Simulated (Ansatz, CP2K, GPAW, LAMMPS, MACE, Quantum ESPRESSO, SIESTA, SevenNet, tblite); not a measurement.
# Running glassy 94B2O3-6CaO (mol %) (77 atoms) with GPAW

Aim: run glassy 94B2O3-6CaO (mol %) (77 atoms) in GPAW and see how near its forces come to a plane-wave reference, and at what cost.

Main program and level: GPAW 26.7.0; the method is named at each step.

## Step 1: Set-up

The cell holds 77 atoms: 30 B, 1 Ca and 46 O. Its edges and angles: a = 9.702 Å, b = 9.702 Å, c = 9.702 Å, α = 90.0°, β = 90.0°, γ = 90.0°. 77 atoms (30 B, 1 Ca, 46 O) placed at random at 1.98 g/cm³, melted at 3000 K for 20 ps at fixed volume with the Buckingham and Coulomb pair potential of Guillot and Sator (Geochim. Cosmochim. Acta 71, 1249 (2007)) with the boron terms of Wang et al. (J. Non-Cryst. Solids 498, 294 (2018)). Quenched from 3000 K to 300 K at 20 K/ps and fixed volume, held 10 ps at zero pressure.

The yardstick, on the same geometry:

* method: Kohn-Sham DFT, PBE, SSSP efficiency 1.3.0 pseudopotentials, plane waves (Quantum ESPRESSO 7.5); sssp-pbe-1.3.0-efficiency, cutoffs 60/480 Ry, Γ point
* r.m.s. force component: 0.9424 eV/Å
* longest force: 4.225 eV/Å
* pressure: -9.69 GPa
* gap (highest filled to lowest empty level): 3.852 eV
* time: 2.3 min on 2 MPI ranks of Arm Neoverse V2, shared host
* CPU time: 4.6 min

## Step 2: PBE, LCAO dzp, h 0.18 Å

Method: Kohn-Sham DFT, PBE, PAW, atomic orbitals (dzp).

Input file run.py:

```python
import numpy as np
from ase.io import read
from gpaw import GPAW, FermiDirac

atoms = read("structure.xyz")
atoms.calc = GPAW(
    mode="lcao",
    basis="dzp",
    h=0.18,
    xc="PBE",
    kpts={"size": (1, 1, 1), "gamma": True},
    occupations=FermiDirac(0.05),
    maxiter=200,
    symmetry={"point_group": False},
    txt="gpaw.txt",
)
energy = atoms.get_potential_energy(force_consistent=True)
forces = atoms.get_forces()
print(f"energy {energy:.6f} eV")
print("forces (eV/A)")
for i, (a, f) in enumerate(zip(atoms, forces)):
    print(f"{i:4d} {a.symbol:2s} {f[0]:10.5f} {f[1]:10.5f} {f[2]:10.5f}")
print(f"Fermi level {atoms.calc.get_fermi_level():.4f} eV")
for k in range(len(atoms.calc.get_ibz_k_points())):
    for s in range(atoms.calc.get_number_of_spins()):
        e = atoms.calc.get_eigenvalues(kpt=k, spin=s)
        n = np.searchsorted(e, atoms.calc.get_fermi_level())
        print(f"k {k} spin {s} levels about the Fermi level:", np.round(e[max(n - 6, 0):n], 4).tolist(), "|", np.round(e[n:n + 6], 4).tolist())
```

Input file structure.xyz:

```xyz
77
Lattice="9.70233 0.00000 0.00000 0.00000 9.70233 0.00000 0.00000 0.00000 9.70233" Properties=species:S:1:pos:R:3 pbc="T T T"
B 3.72375 9.64305 6.47805
B 0.78589 7.60595 3.09010
B 6.65366 2.26064 9.37798
B 1.61757 7.08833 9.28736
B 5.28622 3.91023 7.71442
B 8.71551 0.78569 0.23916
B 7.30508 5.19987 4.88309
B 2.62361 9.61045 9.56330
B 4.84457 2.32759 5.56448
B 3.12202 5.42195 7.68910
B 8.15956 6.58352 2.09832
B 2.74508 5.98576 2.63030
B 1.96365 2.33225 3.87327
B 0.33279 2.21029 1.98762
B 5.01902 0.54304 1.05717
B 9.33345 3.49682 8.02276
B 7.82328 3.80807 2.42713
B 9.11514 6.13410 8.63071
B 6.00468 8.90606 3.29627
B 3.14152 3.66535 1.28672
B 7.88004 0.02086 5.09401
B 1.97307 2.35844 8.92546
B 7.82813 7.37154 6.53588
B 5.54197 8.18013 7.81426
B 5.06471 6.39374 3.86997
B 5.30358 2.90051 2.90138
B 8.18033 2.77487 5.58670
B 1.68520 9.46579 4.84505
B 7.20379 8.21768 0.20821
B 2.10114 4.73095 5.15951
Ca 0.73485 7.36756 6.26858
O 8.13647 1.41237 5.22383
O 4.36149 8.88685 7.46119
O 7.95135 5.20714 2.23978
O 5.08732 2.49233 4.21256
O 2.12064 0.94394 8.77265
O 2.49214 6.41033 8.44782
O 1.60302 2.40472 2.53279
O 6.07599 5.54566 4.34325
O 0.34298 6.61321 9.53370
O 1.31845 5.70371 4.49693
O 6.10286 3.34187 8.70658
O 5.75135 1.38054 0.25090
O 1.91893 7.12025 2.40695
O 2.48535 5.02600 6.50211
O 1.95531 8.41939 9.51828
O 4.19150 3.11600 2.05233
O 8.08757 9.27446 0.09780
O 5.23402 3.32033 6.46292
O 5.45669 9.66566 2.23086
O 2.39997 3.47838 4.59066
O 8.58782 7.01469 7.67959
O 7.11210 9.33277 4.01356
O 2.56782 9.10777 5.84313
O 8.00103 1.89428 9.40544
O 7.35233 7.24716 1.18989
[... 17 atom lines left out ...]
O 8.99387 3.06856 2.33069
O 9.16162 7.25472 2.78796
O 0.02668 1.18310 1.13993
O 3.76499 5.96625 3.63236
```

On the command line:

```sh
$ OMP_NUM_THREADS=1 python run.py > output.txt
```

What it wrote:

```text
energy -577.471389 eV
forces (eV/A)
   0 B     1.61581    0.04788   -0.02616
   1 B     0.05967   -2.35542   -1.15718
   2 B    -0.88900   -1.48151   -0.12422
   3 B     0.61399    1.08367   -0.40938
   4 B    -0.99825   -1.10561    0.53301
   5 B    -2.13813    1.52060    1.52311
   6 B    -0.24054    2.81022    1.88775
   7 B     1.93280    0.89403    0.11317
   8 B    -0.04688   -0.24039   -0.02245
   9 B    -0.04602   -0.56633   -1.66120
  10 B     1.21853   -0.96500   -0.21316
  11 B    -0.13956   -0.27368    0.78441
  12 B    -1.00214    0.91643    1.73301
  13 B    -1.95224    1.05671    0.47524
  14 B    -0.36234   -0.75087   -0.90394
  15 B    -0.50368    0.84003   -1.88121
  16 B     0.50702    0.60759   -0.50465
  17 B     0.02310   -1.89705   -1.59249
  18 B    -0.71942   -0.21535    0.37182
  19 B     1.10486    0.80894    0.82420
  20 B    -0.63032    0.15662    0.00024
  21 B    -0.62788   -0.70393    1.82029
  22 B    -4.23118    0.45562   -1.34004
  23 B     2.35506    0.87421   -0.89979
[...]
69 O     1.08950   -0.19420    1.14641
  70 O    -0.97292   -0.43466    0.49492
  71 O     0.63482   -0.18418    1.05016
  72 O    -0.09768    0.37073    0.78328
  73 O     0.52914   -0.00044    0.22786
  74 O     0.76359    0.52674    0.15538
  75 O     0.44769   -2.19590   -1.35970
  76 O     0.51612   -0.40720   -0.75128
Fermi level 2.7550 eV
k 0 spin 0 levels about the Fermi level: [0.5876, 0.6764, 0.7954, 0.9516, 1.13, 1.3007] | [5.0223, 5.3179, 5.4401, 5.656, 5.8412, 5.8571]
```

gpaw.txt:

```text
Input parameters:
  mode=LCAO(),
  basis={'default': 'dzp'},
  h=0.18,
  kpts=MonkhorstPack(size=(1, 1, 1), gamma=True),
  maxiter=200,
  occupations=Occupations(name='fermi-dirac', width=0.05, fixmagmom=False),
  symmetry=Symmetry(point_group=False),
  xc=XC(name='PBE')
Unit cell  # Å
| periodic |        x |        y |        z |  lengths |    angles |
|----------|----------|----------|----------|----------|-----------|
|      yes | 9.702330 | 0.000000 | 0.000000 | 9.702330 | 90.000000 |
|      yes | 0.000000 | 9.702330 | 0.000000 | 9.702330 | 90.000000 |
|      yes | 0.000000 | 0.000000 | 9.702330 | 9.702330 | 90.000000 |
Number of symmetries: 1
Symmetry operations  # r_c * U_cc + t_c -> r_c
|   | kind |            matrix            |
|---|------|------------------------------|
| 0 |  E   |  1, 0, 0,  0, 1, 0,  0, 0, 1 |
BZ-sampling:
  Number of BZ points: 1
  Number of IBZ points: 1
  Monkhorst-Pack size: [1, 1, 1]
  Monkhorst-Pack shift: [0, 0, 0]
[... lines left out ...]
eigensolver:
density mixing:
  MSR1-Mixer
occupation numbers:
  Fermi-Dirac:
    width: 0.0500  # eV
FastPoissonSolver using
    Stencil: 6*3+1=19 point O(h^6) finite-difference Laplacian
xc functional:
  name: PBE with 2 nearest neighbor stencil
interpolation: tri-quintic # 5. degree polynomial
Initialization done in: 6.209 s
convergence criteria:
- Maximum [total energy] change in last 3 cyles: 0.0005 eV / valence electron
- Maximum integral of absolute [dens]ity change: 0.0001 electrons / valence electron
- Maximum integral of absolute [eigenst]ate change: 4e-08 eV^2 / valence electron
maximum number of iterations: 200
SCF iterations
|iter     |      energy | eigst |  dens |
|---------|-------------|-------|-------|
|iter:   1| -603.673224 |      c|       |
|iter:   2| -596.889261 |      c| -0.87 |
|iter:   3| -577.169607 |      c| -0.92 |
|iter:   4| -577.396730 |      c| -1.54 |
|iter:   5| -577.500583 |      c| -1.85 |
|iter:   6| -577.471905c|      c| -2.60 |
|iter:   7| -577.471517c|      c| -3.11 |
|iter:   8| -577.471394c|      c| -3.50 |
|iter:   9| -577.471389c|      c| -4.00 |
|iter:  10| -577.471389c|      c| -4.52c|
Converged in 10 steps
SCF loop duration: 65.822 s (6.582 s/step)
Energy contributions relative to reference atoms: (reference = -132474.762102)
Energy contributions:
  Kinetic:         354.564312
  Coulomb:        -382.345227
  Zero:             12.886436
  External:          0.000000
  Xc:             -562.576911
  Entropy:          -0.000000
  Spinorbit:         0.000000
  ----------------------------
  Free energy:    -577.471389
  Extrapolated:   -577.471389
dipole moment: (-35.201274, 43.928158, -2.525079)  # |e|*Ang
Fermi level: 2.755
Eigenvalues  # (at kpt = [0.000, 0.000, 0.000])
| band index |      eig [eV] | occ [0-2] |
|------------|---------------|-----------|
|          0 |       -38.968 |     2.000 |
|        ... |               |           |
|        180 |         0.453 |     2.000 |
|        181 |         0.514 |     2.000 |
[...]
|        195 |         6.098 |     0.000 |
|        ... |               |           |
|        229 |         9.535 |     0.000 |
Gap: 3.722 eV
Transition (v -> c):
  (s=0, k=0, n=187, [0.00, 0.00, 0.00]) -> (s=0, k=0, n=188, [0.00, 0.00, 0.00])
No difference between direct/indirect transitions
Force computation time: 15.286  # s
timing:  # [seconds]
  Total:  87.342  # ━━━━━━━━━━━━━━━━━━━━━━━━━━━━━━━━━━━━━━━━━━━━━━━━━━━━━━━━━
  Init:    6.208  # ━━━━
  SCF:    65.822  # ━━━━━━━━━━━━━━━━━━━━━━━━━━━━━━━━━━━━━━━━━━━
  Forces: 15.286  # ━━━━━━━━━━
```

Wall time 89 s (1 thread of Arm Neoverse V2, shared host); peak memory 0.99 GiB.

Banners, paths, timers and routine set-up lines are dropped from the logs unmarked, and long logs keep their key lines alone; longer cuts are marked.

Against the reference:

| Quantity | Value |
| --- | --- |
| r.m.s. force component | 0.9793 eV/Å |
| r.m.s. difference of force components | 154.1 meV/Å |
| longest difference of force vectors | 541.2 meV/Å |
| force difference over r.m.s. force | 16.35 % |
| slope of forces against the reference's | 1.027 |
| correlation of force components | 0.9879 |
| gap (highest filled to lowest empty level) | 3.722 eV |
| gap difference | -0.1305 eV |

Length of the force difference by element (eV/Å):

```
element  atoms  mean  most
      B     30  0.13  0.25
     Ca      1  0.14  0.14
      O     46  0.30  0.54
```

Levels nearest the highest filled one (eV from it): -0.71, -0.62, -0.51, -0.35, -0.17, 0.00, 3.72, 4.02, 4.14, 4.36, 4.54, 4.56.

Local excerpt of 10 atoms (numbers count through the whole input) about B23, which bears the longest force; x, y, z are measured from there.

```
atom      x      y      z  distance (Å)     Fx     Fy  Fz (eV/Å)
 B23   0.00   0.00   0.00          0.00  -4.23   0.46      -1.34
 O52   0.76  -0.36   1.14          1.42   1.76   0.86       2.09
 O69   0.10  -1.10  -0.95          1.46   1.00  -0.79      -0.60
 O63  -1.42   0.33   0.32          1.50  -0.95  -0.26      -0.23
 O65   0.53   1.38  -0.57          1.58   1.46  -0.41       0.73
Ca31   2.61   0.00  -0.27          2.62   0.64  -1.35      -1.18
 B24  -2.29   0.81   1.28          2.74   2.36   0.87      -0.90
 B18   1.29  -1.24   2.09          2.75   0.02  -1.90      -1.59
 B21   0.05   2.35  -1.44          2.76  -0.63   0.16       0.00
  B7  -0.52  -2.17  -1.65          2.78  -0.24   2.81       1.89
```

Atoms are counted from 1 here, from 0 in the log.

Forces lie 16 % from the reference's, at 0.32 times its CPU time (on 1 against 2 cores).

The forces add up to 0.81 eV/Å instead of zero, usually a sign of too coarse a grid.

## Step 3: PBE, LCAO szp(dzp), h 0.18 Å

Method: Kohn-Sham DFT, PBE, PAW, atomic orbitals (szp(dzp)).

run.py: that of step 2 with these lines changed.

```diff
@@ -7,3 +7,3 @@
     mode="lcao",
-    basis="dzp",
+    basis="szp(dzp)",
     h=0.18,
```

structure.xyz is that of step 2.

What it wrote:

```text
energy -527.590835 eV
forces (eV/A)
   0 B     1.49823    0.10444    0.29195
   1 B     0.09246   -2.49958   -1.26111
   2 B    -0.65020   -1.16824   -0.07266
   3 B     0.69674    0.85872    0.22473
   4 B    -0.76544   -0.60105    0.75784
   5 B    -1.46684    1.27334    1.20700
   6 B    -0.06476    2.85485    1.70907
   7 B     1.74350    0.93976    0.13414
   8 B    -0.17186   -0.29759   -0.02299
   9 B    -0.46743   -0.65320   -1.73180
  10 B     0.77216   -1.17157   -0.10788
  11 B    -0.59047   -0.41207    0.96140
[...]
72 O    -0.36108    0.29558    0.85254
  73 O     0.48698    0.06381    0.32626
  74 O     0.68528    0.73575    0.47833
  75 O     0.86502   -2.64883   -1.49023
  76 O     0.23274   -0.67545   -0.27923
Fermi level 2.9924 eV
k 0 spin 0 levels about the Fermi level: [0.2388, 0.3665, 0.4312, 0.5901, 1.014, 1.2627] | [4.5406, 4.789, 4.8374, 5.1797, 5.2857, 5.3915]
```

gpaw.txt:

```text
Input parameters:
  mode=LCAO(),
  basis={'default': 'szp(dzp)'},
  h=0.18,
  kpts=MonkhorstPack(size=(1, 1, 1), gamma=True),
  maxiter=200,
  occupations=Occupations(name='fermi-dirac', width=0.05, fixmagmom=False),
  symmetry=Symmetry(point_group=False),
  xc=XC(name='PBE')
[... lines left out ...]
  Fermi-Dirac:
[... lines left out ...]
convergence criteria:
- Maximum [total energy] change in last 3 cyles: 0.0005 eV / valence electron
[... lines left out ...]
Converged in 9 steps
[... lines left out ...]
  Free energy:    -527.590835
[... lines left out ...]
Fermi level: 2.992
[... lines left out ...]
|          0 |       -39.255 |     2.000 |
|        ... |               |           |
|        180 |         0.094 |     2.000 |
|        181 |         0.203 |     2.000 |
[...]
|        195 |         5.673 |     0.000 |
|        ... |               |           |
|        229 |         9.683 |     0.000 |
Gap: 3.278 eV
Transition (v -> c):
  (s=0, k=0, n=187, [0.00, 0.00, 0.00]) -> (s=0, k=0, n=188, [0.00, 0.00, 0.00])
No difference between direct/indirect transitions
Force computation time: 11.117  # s
timing:  # [seconds]
  Total:  62.091  # ━━━━━━━━━━━━━━━━━━━━━━━━━━━━━━━━━━━━━━━━━━━━━━━━━━━━━━━━━
  Init:    5.297  # ━━━━━
  SCF:    45.653  # ━━━━━━━━━━━━━━━━━━━━━━━━━━━━━━━━━━━━━━━━━━
  Forces: 11.117  # ━━━━━━━━━━
```

The job ended after 63 s (1 thread; peak memory 0.94 GiB).

Against the reference:

* r.m.s. force component: 1.042 eV/Å
* r.m.s. difference of force components: 416.2 meV/Å
* longest difference of force vectors: 1652 meV/Å
* force difference over r.m.s. force: 44.16 %
* slope of forces against the reference's: 1.014
* correlation of force components: 0.9169
* gap (highest filled to lowest empty level): 3.278 eV
* gap difference: -0.5742 eV

This is a coarse setting, run to see what it loses.

Against the first run (16 %), the force difference from the reference is 44 %, at 0.71 times the CPU time, with 700 basis functions against 1017: the smaller basis costs accuracy.

The forces add up to 0.77 eV/Å instead of zero, usually a sign of too coarse a grid.

## Step 4: The ladder

Differences are against the plane-wave reference, forces as r.m.s. over components; share is that over the reference's r.m.s. force, slope the least-squares factor from reference forces to these. Total energies of different programs have different zeros and aren't compared.

```
                                       run  Δ force, r.m.s. (meV/Å)  share (%)  slope  Δ gap (eV)  cores  CPU time  memory (GiB)
                                 reference                        -          -      -           -      2   4.6 min           2.2
              GPAW PBE, LCAO dzp, h 0.18 Å                      154       16.4  1.027      -0.131      1      89 s          0.99
GPAW PBE, LCAO szp(dzp), h 0.18 Å (coarse)                      416       44.2  1.014      -0.574      1      63 s          0.94
```

Rows marked coarse were listed beforehand as settings not expected to be converged; some can still land near the reference.

CPU time is summed over cores on a shared host, where runs went side by side, so it is rough. Symmetry, cutoffs, thresholds, outputs and thread counts weren't matched or tuned between programs; memory under MPI is the largest rank's times the ranks.

## Step 5: What came out

```yaml
nearest_in_forces: GPAW PBE, LCAO dzp, h 0.18 Å, 16 %
its_cpu_time: 89 s
```

What this shows: The PBE run in local orbitals, coarse settings apart, differs by 16 % (GPAW PBE, LCAO dzp, h 0.18 Å); basis, grid and potentials can all enter. Runs with settings chosen to be coarse differ by 44 % (GPAW PBE, LCAO szp(dzp), h 0.18 Å), their programs' other errors included. Of the electronic-structure runs that take under half the reference's CPU time, GPAW PBE, LCAO dzp, h 0.18 Å comes nearest, at 16 % in 89 s against 4.6 min. At the same functional, gaps differ from the reference's 3.85 eV by between -0.57 and -0.13 eV. The quench rate of 20 K/ps is many orders above laboratory rates, so the cell is likely richer in defects and strain than a real sample. The network of bonds at the start is that of the classical potential that made the cell, and needn't be the one that DFT or experiment would give. The reference's stress is far from hydrostatic: its diagonal is -9.3, -13.2, -6.6 GPa, compression counted positive. The electronic-structure runs sample only Γ, in a cell whose shortest periodic width is 10 Å.

[Also dropped from logs without a mark: logging warnings of Python, and SIESTA's first energy breakdown and zero terms.]

[Logs are printed without paths, hosts, clocks, repeated set-up lines and the standing remarks that a program may print on its own settings, such as how far it seeks lower states.]

[Hosts, paths, dates, database ids (printed as entryN), source tags and the programs' standing remarks are cut or masked in the printed files.]
